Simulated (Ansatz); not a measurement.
# Li5Sc (built on the sites of a database entry of YCu5): phonons and vibrational spectra, part 2 of 2

Task: relax Li5Sc (built on the sites of a database entry of YCu5), then find its harmonic phonons.

Ansatz 0.2.0; DFT LDA, scalar-relativistic, plane waves, norm-conserving pseudopotentials.

So far. Step 4 (Tight relaxation): The forces vanish by symmetry and the pressure is 0.001 GPa, within the tolerances set. The cell now holds 18.95 Å³/atom. The relaxed cell has a = 5.459, c = 4.405 Å (conventional setting).

The structure was built from a prototype and need not be the compound's stable phase.

## 5. Zone-centre response

The zone centre comes first: it holds the modes that light can see, as far as symmetry allows. No field response is asked, since the mesh shows no gap.

File input.yaml:

```yaml
crystal:
  lattice:
    - [5.4587728257, -3.2997e-06, 0.0]
    - [-2.7293835553, 4.7274375904, 0.0]
    - [0.0, 0.0, 4.4051032889]
  atoms:
    - { symbol: Sc, position: [0.0, 0.0, 0.0] }
    - { symbol: Li, position: [0.5, 0.0, 0.5] }
    - { symbol: Li, position: [0.5, 0.5, 0.5] }
    - { symbol: Li, position: [0.0, 0.5, 0.5] }
    - { symbol: Li, position: [0.3333333333, 0.6666666667, 0.0] }
    - { symbol: Li, position: [0.6666666667, 0.3333333333, 0.0] }
kpoints:
  mp_grid: { grid: [6, 6, 8] }
hamiltonian:
  xc: lda
  pseudopotentials: { kind: nc }
scf:
  occupations: { method: methfessel_paxton, width: 0.15 }
output:
  eigenvalues: true
phonons:
  method: dfpt
```

Command:

```
ansatz run input.yaml --threads 8 --pin off --max-ram 14336MiB --backend cpu --events-out ev --progress --plain --runs-dir out
```

What it wrote:

```text
zone centre: on kpoints.mp_grid the ground state, and the responses unless they are solved on pairs of k-points, stand on 100 of the mesh's 288 k-points, reduced under 2 symmetry operations, with k and −k counted as one. Each operation leaves every solved displacement unchanged or reverses it
[...]
Crystal: 6 atoms, lattice volume = 113.678 Å³
Basis set: ecut = 1061.244064 eV, 8945 PW (Γ), exchange–correlation on 120×120×96 points (8 copies of the dense FFT grid, shifted against one another)
Bands: 19, of which v1, the nominal top of the filled ones, is band 13 counted from 1 (12 counted from 0)
Symmetry: 24 space group operations
k-points: 100 of 288 (irreducible under 2 space group operations, time reversal used)
[...]
SCF iter   1: F=—  HF=-2284.770792 eV  |F-HF|=—  |Δ(HF+E_count)|=         —  Δρ=4.56e-2  dr2=8.04e0  ethr=3.10e-3  ⟨swp⟩=5.8  Hψ=9747  notcnv=0
[...]
SCF iter  13: F=-2282.916131 eV  HF=-2282.916131 eV  |F-HF|=0.00e0  |Δ(HF+E_count)|=  9.55e-12  S|Δr|=    0.00e0  Δρ=2.83e-8  dr2=3.74e-13  ethr=1.00e-12  ⟨swp⟩=7.4  Hψ=8868  notcnv=0
SCF 1 converged in 13 iterations: F = -2282.916131 eV  dr2 = 3.74e-13
DFPT response loops at Γ: preconditioner auto → Kerker (q_TF=auto, 2.134 Å⁻¹) (partly filled bands, converged f_vac=0.000); β = 1.00, the filter's whole step (`scf.mixing.beta` (0.50) is not read by the response loops under this deck's `scf.mixing.preconditioner`; to damp them name `kerker` or `kerker_dos`, under which they read `scf.mixing.beta`, and type it under 1.00, their step now; both keys bind the ground state too); Broyden in place of MSR1
SCF converged after 13 iterations
[...]
Free energy (F): -2282.916131 eV
[...]
Internal energy: -2282.920973 eV  (E = F + TS)
E sigma→0 (E₀):  -2282.917341 eV
Entropy (-TS):   0.004842 eV (0.807 meV/atom)
Fermi energy:    2.871195 eV
[...]
--- Band table (eV; the first three rows and the last of 100) ---
  k-point 0: bands = [... 9 lower, -1.0852, 2.7051, 2.7051, 3.1416, 3.4506, 3.7601, 3.7770, 3.7770, ... 2 higher]
  k-point 1: bands = [... 9 lower, -0.9887, 2.7161, 2.7161, 2.8240, 3.4400, 3.5202, 3.5202, 3.7985, ... 2 higher]
  k-point 2: bands = [... 9 lower, -0.7055, 2.0703, 2.7433, 2.7433, 3.2594, 3.2594, 3.4144, 4.0286, ... 2 higher]
  k-point 99: bands = [... 9 lower, 1.3065, 1.4306, 1.7725, 1.8865, 3.0088, 3.5718, 3.6078, 3.6511, ... 2 higher]
--- Phonons (Γ-DFPT): 7 representative perturbations + reference, on 100 of 288 k-points (Σ response iterations 27) ---
  k mesh reduced under 2 symmetry operations, with k and −k counted as one. Each operation leaves every solved displacement unchanged or reverses it
  ASR residual: 1.217e-4 → 0.000e0 eV/Å²; symmetrization residual: 2.519e-6 eV/Å²
  ASR residual per site (eV/Å²): 1.22e-4 1.01e-6 7.97e-7 7.97e-7 7.96e-6 7.96e-6
  Γ frequencies (cm⁻¹): -168.14 0.00 0.00 0.00 90.93 117.68 117.68 231.03 231.03 288.85 288.85 291.01 291.01 331.79 331.79 373.46 451.31 469.91
  non-analytic LO–TO correction: not included (Born effective charges unavailable; polar crystals: no LO–TO splitting at Γ)
```

It took 61 s on 8 threads of Arm Neoverse V2, shared host; peak memory 2.5 GiB.

In the SCF lines HF is the Harris–Foulkes energy and dr2 the Hartree energy of the density residual, in eV; the loop may stop once dr2 is under the threshold and the program's other checks hold. Hψ counts applications of the Hamiltonian.

This step gave:

* sum-rule residual before enforcement: 1.22e-4 eV/Å²
* point group: 6/mmm
* highest optical mode at the zone centre (no LO-TO term): 469.9 cm⁻¹
* lowest optical zone-centre mode: -168.1 cm⁻¹

Patterns of degenerate modes are one choice out of their space. Modes at Γ, with each element's share of the kinetic energy (negative means imaginary):

```
mode  frequency (cm⁻¹)  symmetry  Sc %  Li %
   1            -168.1       B1u     0   100
   2               0.0  acoustic    56    44
   3               0.0  acoustic    56    44
   4               0.0  acoustic    56    44
   5              90.9       A2u    44    56
   6             117.7       E1u    26    74
   7             117.7       E1u    26    74
   8             231.0       E1u    16    84
   9             231.0       E1u    16    84
  10             288.9       E2g     0   100
  11             288.9       E2g     0   100
  12             291.0       E2u     0   100
  13             291.0       E2u     0   100
  14             331.8       E1u     1    99
  15             331.8       E1u     1    99
  16             373.5       B1g     0   100
  17             451.3       A2u     0   100
  18             469.9       B2u     0   100
```

Displacements in mode 1 (-168.1 cm⁻¹), the largest set to 1:
```
Sc1  0.00  0.00  0.00
Li2  1.00  0.00  0.00
Li3 -0.50 -0.87  0.00
Li4 -0.50  0.87  0.00
Li5  0.00  0.00  0.00
Li6  0.00  0.00  0.00
```

Displacements in mode 16 (373.5 cm⁻¹), the largest set to 1:
```
Sc1  0.00  0.00  0.00
Li2  0.00  0.00  0.00
Li3  0.00  0.00  0.00
Li4  0.00  0.00  0.00
Li5  0.00  0.00 -1.00
Li6  0.00  0.00  1.00
```

Before it was imposed, the acoustic sum rule was missed by 1.2e-4 eV/Å². Small misses are needed for a sound result but don't prove that mesh and cutoff are converged. The lowest optical mode is imaginary, 168.1i cm⁻¹, so the energy falls along it.

## 6. Response at finite wavevector

Stability and thermal properties need the whole zone. Linear response on a 2×2×2 q mesh gives force constants as far as a supercell of that size would.

input.yaml: that of step 5 with these lines changed.

```diff
@@ -23 +23,9 @@
   method: dfpt
+  qmesh: [2, 2, 2]
+  temperatures: { t_max: 1000, t_step: 50 }
+  qpath:
+    path:
+      - [[0.0, 0.0, 0.0], [0.5, 0.0, 0.0], [0.33333333, 0.33333333, 0.0], [0.0, 0.0, 0.0], [0.0, 0.0, 0.5], [0.5, 0.0, 0.5], [0.33333333, 0.33333333, 0.5], [0.0, 0.0, 0.5]]
+      - [[0.5, 0.0, 0.5], [0.5, 0.0, 0.0]]
+      - [[0.33333333, 0.33333333, 0.5], [0.33333333, 0.33333333, 0.0]]
+    npoints: 10
```

What it wrote:

```text
Warning: phonons: the dynamical matrix that this run interpolates holds no multipole term above the dipole-dipole one, and a site of this crystal is no centre of inversion, so its interpolated transverse optical and acoustic branches and sound speeds can stay off near Gamma, and the density of states and the thermodynamics with them. What a run solves at a wave vector of phonons.qpoints, Gamma apart, where the deck admits one, is free of this, and under fd what a larger phonons.supercell samples
[...]
Crystal: 6 atoms, lattice volume = 113.678 Å³
Basis set: ecut = 1061.244064 eV, 8945 PW (Γ), exchange–correlation on 120×120×96 points (8 copies of the dense FFT grid, shifted against one another)
Bands: 19, of which v1, the nominal top of the filled ones, is band 13 counted from 1 (12 counted from 0)
Symmetry: 24 space group operations
k-points: 35 of 288
[...]
SCF iter   1: F=—  HF=-2284.770780 eV  |F-HF|=—  |Δ(HF+E_count)|=         —  Δρ=4.56e-2  dr2=8.04e0  ethr=3.10e-3  ⟨swp⟩=5.8  Hψ=3371  notcnv=0
[...]
SCF iter  14: F=-2282.916131 eV  HF=-2282.916131 eV  |F-HF|=2.27e-12  |Δ(HF+E_count)|=  4.55e-13  S|Δr|=    0.00e0  Δρ=2.54e-8  dr2=9.93e-13  ethr=1.00e-12  ⟨swp⟩=5.5  Hψ=2682  notcnv=0
SCF 1 converged in 14 iterations: F = -2282.916131 eV  dr2 = 9.93e-13
[...]
SCF iter   5: F=-2282.916131 eV  HF=-2282.916131 eV  |F-HF|=4.09e-12  |Δ(HF+E_count)|=  2.27e-12  S|Δr|=    0.00e0  Δρ=1.01e-7  dr2=5.11e-12  ethr=1.00e-12  ⟨swp⟩=2.6  Hψ=1290  notcnv=0
SCF 2 converged in 5 iterations: F = -2282.916131 eV  dr2 = 5.11e-12
phonons: the bands overlap, so this run is a metal and interpolates without the dipole-dipole term. If the crystal is really an insulator or semiconductor, its LO-TO splitting is missing
NSCF: frozen V_eff on 35 k-points
[...]
DFPT response loops at q = (0, 0, 0) (fractional): preconditioner auto → Kerker (q_TF=auto, 2.134 Å⁻¹) (partly filled bands, converged f_vac=0.000); β = 1.00, the filter's whole step (`scf.mixing.beta` (0.50) is not read by the response loops under this deck's `scf.mixing.preconditioner`; to damp them name `kerker` or `kerker_dos`, under which they read `scf.mixing.beta`, and type it under 1.00, their step now; both keys bind the ground state too); Broyden in place of MSR1
[...]
SCF converged after 14 iterations
[...]
Free energy (F): -2282.916131 eV
[...]
Internal energy: -2282.920973 eV  (E = F + TS)
E sigma→0 (E₀):  -2282.917341 eV
Entropy (-TS):   0.004842 eV (0.807 meV/atom)
Fermi energy:    2.871195 eV
[...]
--- Band table (eV; the first three rows and the last of 35) ---
  k-point 0: bands = [... 9 lower, -1.0852, 2.7051, 2.7051, 3.1416, 3.4506, 3.7601, 3.7770, 3.7770, ... 2 higher]
  k-point 1: bands = [... 9 lower, -0.9887, 2.7161, 2.7161, 2.8240, 3.4400, 3.5202, 3.5202, 3.7985, ... 2 higher]
  k-point 2: bands = [... 9 lower, -0.7055, 2.0703, 2.7433, 2.7433, 3.2594, 3.2594, 3.4144, 4.0286, ... 2 higher]
  k-point 34: bands = [... 9 lower, 1.7661, 1.7661, 1.8282, 2.0326, 2.0326, 2.4216, 4.0233, 4.0233, ... 2 higher]
--- Phonons (Γ-DFPT): 7 representative perturbations + reference (Σ response iterations 21) ---
  ASR residual: 6.234e-5 → 0.000e0 eV/Å²; symmetrization residual: 1.583e-6 eV/Å²
  ASR residual per site (eV/Å²): 6.23e-5 4.57e-6 4.20e-6 4.20e-6 6.38e-6 6.38e-6
[...]
--- Phonons (arbitrary-q DFPT): 4 irreducible q on the 2×2×2 mesh ---
  q = [0.0000, 0.0000, 0.0000] (star 1, of the zone-centre solve; hermiticity 9.30e-7, symmetrization 2.03e-7): -168.14 -0.00 -0.00 0.00 90.93 117.68 117.68 231.03 231.03 288.85 288.85 291.01 291.01 331.79 331.79 373.46 451.31 469.91
  q = [0.0000, 0.0000, -0.5000] (star 1, 7 solved perturbations in 535 linear systems a pass and spin channel, the states on 100 of 288 k-point pairs; hermiticity 1.01e-7, symmetrization 6.70e-8, the responses' own estimated error 1.5e-5 eV/Å²): -192.45 -39.47 55.62 55.62 59.45 59.45 89.04 89.04 212.67 233.55 233.55 290.49 309.39 309.39 330.74 364.38 364.38 512.63
[...]
sum rule: each row above includes the acoustic sum rule's correction from the zone centre's row sums; it moved no ω² by more than (0.61 cm⁻¹)²
  mesh force constants: q→R imaginary residual 1.33e-17; ASR residual 6.234e-5 → 0.000e0 eV/Å²; symmetrization residual 3.109e-15 eV/Å²
  interpolated dispersion: 93 rows × 18 modes
  density of states and harmonic sums: on the 14×14×14 q-mesh, interpolated from the force constants of a 2×2×2 supercell (no non-analytic term)
  largest difference from the sums on the solved wave vectors: F 2.26e-1 eV, S 3.05e-4 and C_V 8.00e-5 eV/K
  zero-point energy: 0.249833 eV/cell   skipped modes (ω ≤ 0): 267, of them read as no rigid motion or as one in doubt: 264 (1.335e0 modes/cell left out, lowest -192.45 cm⁻¹)   left out of the sums: 7.42e-2 of the cell's modes: C_V's classical limit lies that fraction below 3 k_B per atom; for a crystal, a wire or a layer, F and S can be off by more, and a phonons.interpolated_qmesh denser along its periods is the remedy for the sampling
```

It took 3.8 min on 8 threads; peak memory 2.1 GiB.

Numbers from this step:

```yaml
sum_rule_residual_before_enforcement: 6.23e-5 eV/Å²
lowest_frequency_on_the_path: -192.5 cm⁻¹
highest_frequency_on_the_path_or_at_a_solved_wavevector: 512.6 cm⁻¹
lowest_mode_on_the_q_mesh_acoustic_modes_at_gamma_apart: -192.4 cm⁻¹
```

Frequencies (cm⁻¹) solved at each irreducible wavevector; negative means imaginary. Frequencies by wavevector, by row:

```csv
q in reciprocal lattice units,star,mode 1,mode 2,mode 3,mode 4,mode 16,mode 17,mode 18
0 0 0,1,-168.1,0,0,0,373.5,451.3,469.9
0 0 -0.5,1,-192.4,-39.5,55.6,55.6,364.4,364.4,512.6
0 -0.5 0,3,-87.9,68,88.6,110.2,415.7,433.3,435.2
0 -0.5 -0.5,3,-99.7,-48.9,-37.8,106.3,359.1,412.9,467.1
```

Interpolated from a 2×2×2 q mesh, rough between the solved points. Phonon branches along the path, in cm⁻¹:

```
    point  branch 1  branch 2  branch 3  branch 4  branch 15  branch 16  branch 17  branch 18
        Γ      -168         0         0         0        332        374        451        470
  halfway      -130        41        55        87        351        396        445        457
        M       -88        68        89       110        382        416        433        435
  halfway       -41        71        93       110        392        419        428        433
        K        74        91        91       117        411        411        426        426
  halfway      -115        48        63        94        358        401        443        453
        Γ      -168         0         0         0        332        374        451        470
  halfway      -181        19        33        33        348        348        414        499
        A      -192       -40        56        56        331        364        364        513
  halfway      -148       -47       -38        72        360        362        368        497
        L      -100       -49       -38       106        346        359        413        467
  halfway       -51       -49        44       106        341        361        422        461
        H       -50        92       102       102        331        362        443        443
  halfway      -130       -47        23        66        357        362        378        492
        A      -192       -40        56        56        331        364        364        513
jump to L      -100       -49       -38       106        346        359        413        467
  halfway       -94        32        86       108        348        352        427        461
        M       -88        68        89       110        382        416        433        435
jump to H       -50        92       102       102        331        362        443        443
  halfway        37        92        92       114        355        355        443        443
        K        74        91        91       117        411        411        426        426
```

Tetrahedra on a 14×14×14 mesh, mean over bins of 10 cm-1. Interpolated from a 2×2×2 q mesh, rough between the solved points. Table of phonon density of states by wavenumber; read off at these points:

| wavenumber (cm⁻¹) | phonon density of states (1/cm⁻¹/cell) |
| --- | --- |
| -195 | 6.0e-5 |
| -165 | 0.00504 |
| -125 | 0.00661 |
| -95 | 0.0116 |
| -55 | 0.00341 |
| -25 | 0.00679 |
| 5 | 0.00616 |
| 45 | 0.0244 |
| 75 | 0.0268 |
| 105 | 0.0584 |
| 145 | 0.0449 |
| 175 | 0.0372 |
| 195 | 0.0579 |
| 215 | 0.0313 |
| 235 | 0.0587 |
| 245 | 0.0286 |
| 275 | 0.0314 |
| 315 | 0.0591 |
| 345 | 0.0486 |
| 355 | 0.0720 |
| 375 | 0.0186 |
| 415 | 0.0171 |
| 445 | 0.0180 |
| 485 | 0.0121 |
| 515 | 4.3e-4 |

The partial phonon density of states has structure finer than the step of the table below, so its rows give means over 20 cm⁻¹, whole bins alone (the curve runs from -202 to 538 cm⁻¹). Peaks (cm⁻¹: height): Li -99.8: 0.0108, 132.9: 0.0446, 193.4: 0.0580, 230.6: 0.0547, 314.4: 0.0607, 356.2: 0.0627, 435.3: 0.0325; Sc -43.9: 0.0167, 105.0: 0.0352.

Phonopy on the run's constants, 13x13x13 mesh, Gaussian sigma 5.3 cm-1. Interpolated from a 2×2×2 q mesh, rough between the solved points. Partial phonon density of states against wavenumber; means over each step; values in 1/cm⁻¹/cell:

```csv
wavenumber (cm⁻¹),Li,Sc
-180,0.00252,0
-160,0.00515,0
-140,0.00600,5.8e-7
-120,0.00673,9.4e-6
-100,0.01000,1.5e-5
-80,0.00701,2.4e-5
-60,0.00476,0.00255
-40,0.00137,0.0125
-20,0.00198,0.00712
0,5.3e-4,0.00168
20,0.00389,0.00501
40,0.00800,0.0146
60,0.00893,0.0190
80,0.0104,0.0215
100,0.0136,0.0301
120,0.0313,0.0142
140,0.0403,0.00818
160,0.0355,0.00430
180,0.0387,0.00175
200,0.0480,0.00110
220,0.0392,0.00231
240,0.0387,0.00230
260,0.0275,3.4e-4
280,0.0393,3.1e-4
300,0.0500,3.9e-4
320,0.0532,2.7e-4
340,0.0462,2.0e-4
360,0.0487,1.7e-4
380,0.0180,1.7e-5
400,0.0155,7.6e-6
420,0.0207,3.1e-6
440,0.0257,1.0e-5
460,0.0198,7.8e-6
480,0.0148,0
500,0.00705,0
520,7.2e-4,0
```

Symmetry leaves 4 wavevectors to solve. The lowest mode among them, the acoustic zeros apart, lies at q = (0, 0, -0.5) and is imaginary, 192.4i cm⁻¹, so the energy falls along it.

## 7. Isotope substitution

An isotope changes the mass and not the force constants, so no new electronic calculation is needed; the shifts show which modes move this element.

The same force constants with the mass of Li changed from 6.940 to 6.015 u (phonopy, no LO-TO term). Both lists are sorted by frequency; levels can cross, so a row need not hold one and the same mode. Modes under 3 cm⁻¹ are left out. Isotope shifts, by row, the first 40 of 60 rows:

```
       q  rank  natural mass (cm⁻¹)  changed mass (cm⁻¹)
   0 0 0     1               -168.1               -180.6
   0 0 0     5                90.93                 94.8
   0 0 0     6                117.7                124.1
   0 0 0     7                117.7                124.1
   0 0 0     8                  231                245.5
   0 0 0     9                  231                245.5
   0 0 0    10                288.9                310.3
   0 0 0    11                288.9                310.3
   0 0 0    12                  291                312.6
   0 0 0    13                  291                312.6
   0 0 0    14                331.8                356.1
   0 0 0    15                331.8                356.1
   0 0 0    16                373.5                401.1
   0 0 0    17                451.3                484.8
   0 0 0    18                469.9                504.8
0 0 -0.5     1               -192.4               -206.7
0 0 -0.5     2               -39.47               -39.48
0 0 -0.5     3                55.62                59.75
0 0 -0.5     4                55.62                59.75
0 0 -0.5     5                59.45                60.45
0 0 -0.5     6                59.45                60.45
0 0 -0.5     7                89.04                95.64
0 0 -0.5     8                89.04                95.64
0 0 -0.5     9                212.7                228.4
0 0 -0.5    10                233.6                246.7
0 0 -0.5    11                233.6                246.7
0 0 -0.5    12                290.5                  312
0 0 -0.5    13                309.4                332.3
0 0 -0.5    14                309.4                332.3
0 0 -0.5    15                330.7                355.2
0 0 -0.5    16                364.4                391.4
0 0 -0.5    17                364.4                391.4
0 0 -0.5    18                512.6                550.6
0 -0.5 0     1               -87.89                -94.4
0 -0.5 0     2                68.01                68.17
0 -0.5 0     3                88.56                89.69
0 -0.5 0     4                110.2                110.2
0 -0.5 0     5                134.3                144.3
0 -0.5 0     6                  155                164.9
0 -0.5 0     7                184.1                197.8
```

A mode of this element alone would shift by +7.41 %. The highest zone-centre frequency without the field goes from 469.9 to 504.8 cm⁻¹ (+7.4 %).

## 8. Summary of results

```
space group after relaxation (within 0.01 Å)            : P6/mmm
volume per atom                                         : 18.9 Å³
electronic character                                    : no gap on this mesh
highest optical mode at the zone centre (no LO-TO term) : 470 cm⁻¹
lowest optical zone-centre mode                         : -168 cm⁻¹
lowest mode on the q mesh (acoustic modes at Γ apart)   : -192 cm⁻¹
highest frequency on the path or at a solved wavevector : 513 cm⁻¹
imaginary modes on the 2×2×2 q mesh                     : yes
```

**Reading.** Modes are clearly imaginary (beyond 10i cm⁻¹) at 4 of the 4 irreducible wavevectors, most at q = (0, 0, -0.5) (192.4i cm⁻¹), so this structure is not a minimum of the energy. The optical modes at Γ span -168 to 470 cm⁻¹ (negative means imaginary). The highest mode in this list at Γ, 469.9 cm⁻¹, is mostly motion of Li (100 % of the kinetic energy). The q mesh stands for a supercell only 8.8 Å across, so branches between the solved wavevectors are rough. With no gap, or one that is small against the smearing, the frequencies hang on the k mesh and the smearing, most of all near Kohn anomalies. The starting cell was built on a prototype and not taken from a measurement, so the phase need not exist. These are harmonic frequencies at zero temperature: anharmonic shifts, linewidths and thermal expansion are left out.

[Logs are printed without paths, hosts, clocks, repeated set-up lines and the standing remarks that a program may print on its own settings, such as how far it seeks lower states.]

[Hosts, paths, dates, database ids (printed as entryN), source tags and the programs' standing remarks are cut or masked in the printed files.]
